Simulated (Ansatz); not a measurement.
# Rb2HOF: complex band structure, part 2 of 2

A new crystal, Rb2HOF: structure, gap and complex bands. It is built by putting F for Br in the Rb2HBrO structure of space group P2_1/m, with the volume rescaled by atomic radii. The parent structure comes from the Materials Project.

Ansatz 0.2.0; PBEsol DFT, plane waves, PAW files (the session's first sound run).

So far, gap on path (eV): step 3 (band edges) 3.78.

The structure was built from a prototype and need not be the compound's stable phase.

### Step 4. Complex bands, plane (100), k-mesh 6×4×4

This step: PBEsol DFT, plane waves, PAW files; complex bands by layer matching along the plane's normal (Ansatz 0.2.0).

The same crystal is laid in a cell whose first two vectors span the (100) plane (indices of the standard conventional cell, whose axes can be ordered otherwise than in the bulk input). At fixed energy and wavevector in the plane the solver finds all kz, real and complex. A few wavevectors are listed, (0, 0) and (0, 0.1042) in units of the plane's reciprocal vectors; the slowest state needn't be among them.

Input file input.yaml:

```yaml
crystal:
  lattice:
    - [4.104228715, 0.0, 0.0]
    - [0.0, 8.027108551, 0.0]
    - [0.0, -0.777308888, 5.806182477]
  atoms:
    - { symbol: Rb, position: [0.75, 0.8973455423, 0.7261419314] }
    - { symbol: Rb, position: [0.25, 0.5982933916, 0.2715621822] }
    - { symbol: Rb, position: [0.75, 0.4017066084, 0.7284378178] }
    - { symbol: Rb, position: [0.25, 0.1026544577, 0.2738580686] }
    - { symbol: H, position: [0.25, 0.2195893098, 0.8867937001] }
    - { symbol: H, position: [0.75, 0.7804106902, 0.1132062999] }
    - { symbol: F, position: [0.25, 0.6389377592, 0.7682900754] }
    - { symbol: F, position: [0.75, 0.3610622408, 0.2317099246] }
    - { symbol: O, position: [0.25, 0.1474250135, 0.7402390552] }
    - { symbol: O, position: [0.75, 0.8525749865, 0.2597609448] }
kpoints:
  mp_grid: { grid: [6, 4, 4] }
scf:
  occupations: { method: fixed }
hamiltonian:
  xc: pbesol
output:
  eigenvalues: true
  transmission:
    leads: [[0, 0]]
    kpoints: [[0.0, 0.0], [0.0, 0.1042]]
    e_range: [-1.0, 4.78]
    de: 0.14
```

Started as:

```
ansatz run input.yaml --threads 2 --pin off --max-ram 4096MiB --backend cpu --events-out ev --progress --plain --runs-dir out
```

Numbers of over 12 decimals in the logs are rounded to 6 here.

The log of the run:

```text
[...]
Crystal: 10 atoms, lattice volume = 191.285 Å³
Basis set: ecut = 420 eV, 3723 PW (Γ)
Bands: 42, of which v1, the nominal top of the filled ones, is band 32 counted from 1 (31 counted from 0)
Symmetry: 4 space group operations
[...]
k-points: 40 of 96
[...]
SCF iter   1: F=—  HF=-15629.374751 eV  |F-HF|=—  |Δ(HF+E_count)|=         —  Δρ=9.08e-3  dr2=1.25e-1  ethr=1.77e-3  ⟨swp⟩=5.0  Hψ=6540  notcnv=0  defer=295
[...]
SCF iter   8: F=-15629.343660 eV  HF=-15629.343660 eV  |F-HF|=3.58e-9  |Δ(HF+E_count)|=   2.30e-7  Δρ=3.56e-6  dr2=1.57e-8  ethr=1.56e-10  ⟨swp⟩=13.2  Hψ=8534  notcnv=0
SCF 1 converged in 8 iterations: F = -15629.343660 eV  dr2 = 1.57e-8
[...]
transmission: 11 of 22 steps passed
transmission: 22 of 22 steps passed
SCF converged after 8 iterations
Free energy (F): -15629.343660 eV
[...]
Internal energy: -15629.343660 eV  (E = F + TS)
E sigma→0 (E₀):  -15629.343660 eV
Fermi energy:    3.020186 eV
[...]
--- Band table (eV; the first three rows and the last of 40) ---
  k-point 0: bands = [... 28 lower, 2.8631, 2.9521, 2.9895, 3.0202, 6.8007, 8.6938, 9.4257, 9.8598, ... 6 higher]
  k-point 1: bands = [... 28 lower, 2.7552, 2.8912, 2.9753, 3.0083, 7.3716, 8.8946, 9.3905, 9.7323, ... 6 higher]
  k-point 2: bands = [... 28 lower, 2.6650, 2.8322, 2.9613, 2.9964, 8.3980, 8.8394, 9.3302, 9.3550, ... 6 higher]
  k-point 39: bands = [... 28 lower, 2.7618, 2.7618, 2.8683, 2.8683, 9.3663, 9.3663, 10.1686, 10.1686, ... 6 higher]
--- Transmission ---
  basis      : 287 plane waves across, 11 finite elements along
  points     : 2, as listed
  energies   : 42 from -1.000000 to 4.740000 eV about the Fermi level, 0.140000 eV apart; the leads are filled to 1.890274 eV, and channels, transmission and decay are at 1.940000 eV
  crystal 0  : H2F2O2Rb4, at the sites [0, 0], period 5.8062 Å: whole cells are its period
    offset         : up to 0.0000 Å between an atom of the period and one for which it stands
    channels       : 0.000000e0 a spin
    conductance    : none, the energies end too early or step too widely for 300 K: set another output.transmission.e_range or a lower de, or, where they end at an eighth of basis.ecutwfc, a higher one
    slowest decay  : 0.3716 /Å at (0.0000, 0.0000)
```

Run time: 55 s. Hardware: 2 threads of Intel Xeon Platinum 8488C (Sapphire Rapids), shared host; peak memory 0.98 GiB; 84 s of CPU time.

Numbers from this step:

```yaml
level_to_which_the_leads_are_filled: 1.890 eV from the Fermi level
decay_constant_at_the_filling_level_zone_centre: 0.3716 Å⁻¹
decay_constant_at_the_filling_level_slowest_listed_point: 0.3716 Å⁻¹
```

K parallel (0, 0); values up to 1.5 1/Å, a degenerate pair printed once or twice; energies at which all values exceed this have no row. Table of Im kz of the slowest decaying states by energy, zero at the highest filled level on the SCF mesh:

```tsv
energy (eV)	decay 1 (Å⁻¹)	decay 2 (Å⁻¹)	decay 3 (Å⁻¹)	decay 4 (Å⁻¹)
-1.00	0.354	0.548	0.639	0.721
-0.72	0.404	0.426	0.439	0.621
-0.44	0.232	0.440	0.446	0.469
-0.16	0.489	0.493	0.559	0.700
-0.02	0.205	0.210	0.509	0.711
0.12	0.310	0.525	0.529	0.723
0.40	0.375	0.405	0.552	0.673
0.68	0.388	0.471	0.573	0.726
0.96	0.395	0.531	0.629	0.752
1.24	0.394	0.542	0.669	0.746
1.52	0.389	0.550	0.704	0.737
1.80	0.378	0.555	0.720	0.734
2.22	0.354	0.559	0.720	0.733
2.50	0.332	0.558	0.714	0.731
2.78	0.303	0.556	0.704	0.726
3.06	0.265	0.552	0.693	0.717
3.34	0.214	0.546	0.679	0.704
3.62	0.133	0.538	0.665	0.685
3.90	0.527	0.650	0.663	0.711
4.18	0.514	0.634	0.636	0.693
4.46	0.496	0.607	0.618	0.675
4.74	0.473	0.574	0.605	0.654
```

K parallel (0, 0.1042); values up to 1.5 1/Å, a degenerate pair printed once or twice; energies at which all values exceed this have no row. The Im kz of the slowest decaying states by energy, zero at the highest filled level on the SCF mesh:

```tsv
energy (eV)	decay 1 (Å⁻¹)	decay 2 (Å⁻¹)	decay 3 (Å⁻¹)	decay 4 (Å⁻¹)
-1.00	0.352	0.357	0.545	0.639
-0.58	0.352	0.427	0.451	0.520
-0.16	0.0571	0.466	0.485	0.504
-0.02	0.207	0.227	0.264	0.498
0.26	0.358	0.365	0.526	0.553
0.68	0.392	0.470	0.571	0.576
1.10	0.399	0.518	0.556	0.649
1.52	0.393	0.531	0.569	0.697
1.80	0.383	0.535	0.574	0.699
2.22	0.360	0.537	0.578	0.699
2.64	0.325	0.533	0.578	0.695
3.06	0.275	0.526	0.573	0.685
3.48	0.194	0.513	0.563	0.667
3.90	0.496	0.549	0.641	0.653
4.32	0.471	0.531	0.607	0.624
4.74	0.437	0.503	0.564	0.591
```

At the listed wavevectors the last open channel is at -0.02 eV and the next at +3.90 eV on the grid. At +1.94 eV, the grid energy nearest the filling level (the middle of the gap on the SCF mesh), the slowest state at the listed wavevectors decays with κ = 0.372 Å⁻¹, its amplitude falling by e over 2.7 Å. Through 1 nm of this crystal that state's transmission falls by exp(−2 × 0.372 Å⁻¹ × 10 Å) = 5.9e-4.

### Step 5. Decaying states in the gap, plane (001), k-mesh 4×6×4

The same for the (001) plane, at (0, 0) and (0.0521, 0), to see how the decay depends on direction.

Input file input.yaml:

```yaml
crystal:
  lattice:
    - [5.857982935, 0.0, 0.0]
    - [0.0, 4.104228715, 0.0]
    - [-1.065135029, 0.0, 7.956127139]
  atoms:
    - { symbol: Rb, position: [0.7261419314, 0.75, 0.8973455423] }
    - { symbol: Rb, position: [0.2715621822, 0.25, 0.5982933916] }
    - { symbol: Rb, position: [0.7284378178, 0.75, 0.4017066084] }
    - { symbol: Rb, position: [0.2738580686, 0.25, 0.1026544577] }
    - { symbol: H, position: [0.8867937001, 0.25, 0.2195893098] }
    - { symbol: H, position: [0.1132062999, 0.75, 0.7804106902] }
    - { symbol: F, position: [0.7682900754, 0.25, 0.6389377592] }
    - { symbol: F, position: [0.2317099246, 0.75, 0.3610622408] }
    - { symbol: O, position: [0.7402390552, 0.25, 0.1474250135] }
    - { symbol: O, position: [0.2597609448, 0.75, 0.8525749865] }
kpoints:
  mp_grid: { grid: [4, 6, 4] }
scf:
  occupations: { method: fixed }
hamiltonian:
  xc: pbesol
output:
  eigenvalues: true
  transmission:
    leads: [[0, 0]]
    kpoints: [[0.0, 0.0], [0.0521, 0.0]]
    e_range: [-1.0, 4.78]
    de: 0.14
```

The log of the run:

```text
[...]
Crystal: 10 atoms, lattice volume = 191.285 Å³
Basis set: ecut = 420 eV, 3723 PW (Γ)
Bands: 42, of which v1, the nominal top of the filled ones, is band 32 counted from 1 (31 counted from 0)
Symmetry: 4 space group operations
[...]
k-points: 40 of 96
[...]
SCF iter   1: F=—  HF=-15629.374742 eV  |F-HF|=—  |Δ(HF+E_count)|=         —  Δρ=9.10e-3  dr2=1.25e-1  ethr=1.77e-3  ⟨swp⟩=5.1  Hψ=6504  notcnv=0  defer=296
[...]
SCF iter   8: F=-15629.343660 eV  HF=-15629.343660 eV  |F-HF|=1.01e-8  |Δ(HF+E_count)|=   2.16e-7  Δρ=3.10e-6  dr2=1.17e-8  ethr=1.56e-10  ⟨swp⟩=13.2  Hψ=8494  notcnv=0
SCF 1 converged in 8 iterations: F = -15629.343660 eV  dr2 = 1.17e-8
[...]
transmission: 14 of 28 steps passed
transmission: 28 of 28 steps passed
SCF converged after 8 iterations
Free energy (F): -15629.343660 eV
[...]
Internal energy: -15629.343660 eV  (E = F + TS)
E sigma→0 (E₀):  -15629.343660 eV
Fermi energy:    3.020196 eV
[...]
--- Band table (eV; the first three rows and the last of 40) ---
  k-point 0: bands = [... 28 lower, 2.8631, 2.9521, 2.9895, 3.0202, 6.8007, 8.6938, 9.4257, 9.8598, ... 6 higher]
  k-point 1: bands = [... 28 lower, 2.8195, 2.9191, 2.9650, 3.0172, 7.1000, 8.6490, 9.1671, 9.9243, ... 6 higher]
  k-point 2: bands = [... 28 lower, 2.7798, 2.8836, 2.9431, 3.0111, 7.7846, 7.9102, 9.6430, 9.6784, ... 6 higher]
  k-point 39: bands = [... 28 lower, 2.7618, 2.7618, 2.8683, 2.8683, 9.3663, 9.3663, 10.1686, 10.1686, ... 6 higher]
--- Transmission ---
  basis      : 203 plane waves across, 14 finite elements along
  points     : 2, as listed
[...]
crystal 0  : H2O2Rb4F2, at the sites [0, 0], period 7.9561 Å: whole cells are its period
[...]
channels       : 0.000000e0 a spin
[...]
slowest decay  : 0.3961 /Å at (0.0000, 0.0000)
```

The job ended after 35 s (2 threads; peak memory 0.78 GiB; 53 s of CPU time).

Numbers from this step:

```
decay constant at the filling level, zone centre          : 0.3961 Å⁻¹
decay constant at the filling level, slowest listed point : 0.3961 Å⁻¹
```

K parallel (0, 0); values up to 1.5 1/Å, a degenerate pair printed once or twice; energies at which all values exceed this have no row. Table of Im kz of the slowest decaying states by energy, zero at the highest filled level on the SCF mesh:

```tsv
energy (eV)	decay 1 (Å⁻¹)	decay 2 (Å⁻¹)	decay 3 (Å⁻¹)	decay 4 (Å⁻¹)
-1.00	0.448	0.501	0.537	0.804
-0.58	0.381	0.475	0.540	0.790
-0.16	0.131	0.288	0.430	0.771
-0.02	0.104	0.186	0.208	0.240
0.26	0.363	0.385	0.486	0.751
0.68	0.405	0.495	0.616	0.730
1.10	0.419	0.548	0.666	0.705
1.52	0.414	0.578	0.683	0.707
1.80	0.403	0.591	0.666	0.729
2.22	0.377	0.601	0.639	0.754
2.64	0.337	0.595	0.617	0.772
3.06	0.279	0.567	0.608	0.760
3.48	0.187	0.530	0.599	0.737
3.90	0.486	0.586	0.710	0.767
4.32	0.435	0.568	0.680	0.723
4.74	0.372	0.545	0.647	0.674
```

K parallel (0.0521, 0); values up to 1.5 1/Å, a degenerate pair printed once or twice; energies at which all values exceed this have no row. Im kz of the slowest decaying states against energy, zero at the highest filled level on the SCF mesh:

```tsv
energy (eV)	decay 1 (Å⁻¹)	decay 2 (Å⁻¹)	decay 3 (Å⁻¹)	decay 4 (Å⁻¹)
-1.00	0.432	0.460	0.501	0.536
-0.72	0.397	0.427	0.492	0.547
-0.58	0.363	0.396	0.475	0.540
-0.30	0.184	0.287	0.395	0.490
-0.02	0.107	0.176	0.217	0.241
0.12	0.318	0.332	0.390	0.401
0.40	0.382	0.436	0.542	0.543
0.54	0.397	0.469	0.582	0.585
0.82	0.414	0.516	0.632	0.654
1.10	0.421	0.548	0.667	0.705
1.24	0.421	0.560	0.682	0.700
1.52	0.417	0.578	0.684	0.708
1.80	0.406	0.591	0.666	0.729
1.94	0.399	0.595	0.657	0.738
2.22	0.380	0.601	0.639	0.754
2.50	0.356	0.601	0.622	0.767
2.64	0.341	0.596	0.616	0.773
2.92	0.306	0.579	0.610	0.767
3.20	0.260	0.556	0.604	0.752
3.34	0.231	0.544	0.601	0.744
3.62	0.150	0.517	0.594	0.728
3.76	0.0765	0.503	0.590	0.719
4.04	0.471	0.579	0.700	0.751
4.32	0.436	0.567	0.680	0.721
4.46	0.417	0.560	0.669	0.704
4.74	0.374	0.544	0.647	0.670
```

At the listed wavevectors the last open channel is at -0.16 eV and the next at +3.90 eV on the grid. At +1.94 eV, the grid energy nearest the filling level (the middle of the gap on the SCF mesh), the slowest state at the listed wavevectors decays with κ = 0.396 Å⁻¹, its amplitude falling by e over 2.5 Å; the first such run, plane (100), gave 0.372 Å⁻¹.

### Step 6. Summary of results

```yaml
band_gap: 3.78 eV
least_decay_constant_at_mid_gap_normal_to_100: 0.372 Å⁻¹
least_decay_constant_at_mid_gap_normal_to_001: 0.396 Å⁻¹
```

With PBEsol, the slowest decay at the wavevectors tried is κ = 0.372 Å⁻¹, normal to (100). Through such a film the transmission near mid-gap falls as exp(−2κd), a factor of ten every 3.1 Å. The directions tried decay at nearly the same rate. A free electron under a barrier of half the gap would need a mass of 0.28 mₑ to decay at this rate. The compound is made up by substitution; its stability against other phases and against distortions of the cell's symmetry was not tested. A semilocal functional narrows gaps, so real decay constants are likely larger.

[Logs are printed without paths, hosts, clocks, repeated set-up lines and the standing remarks that a program may print on its own settings, such as how far it seeks lower states.]

[Hosts, paths, dates, database ids (printed as entryN), source tags and the programs' standing remarks are cut or masked in the printed files.]
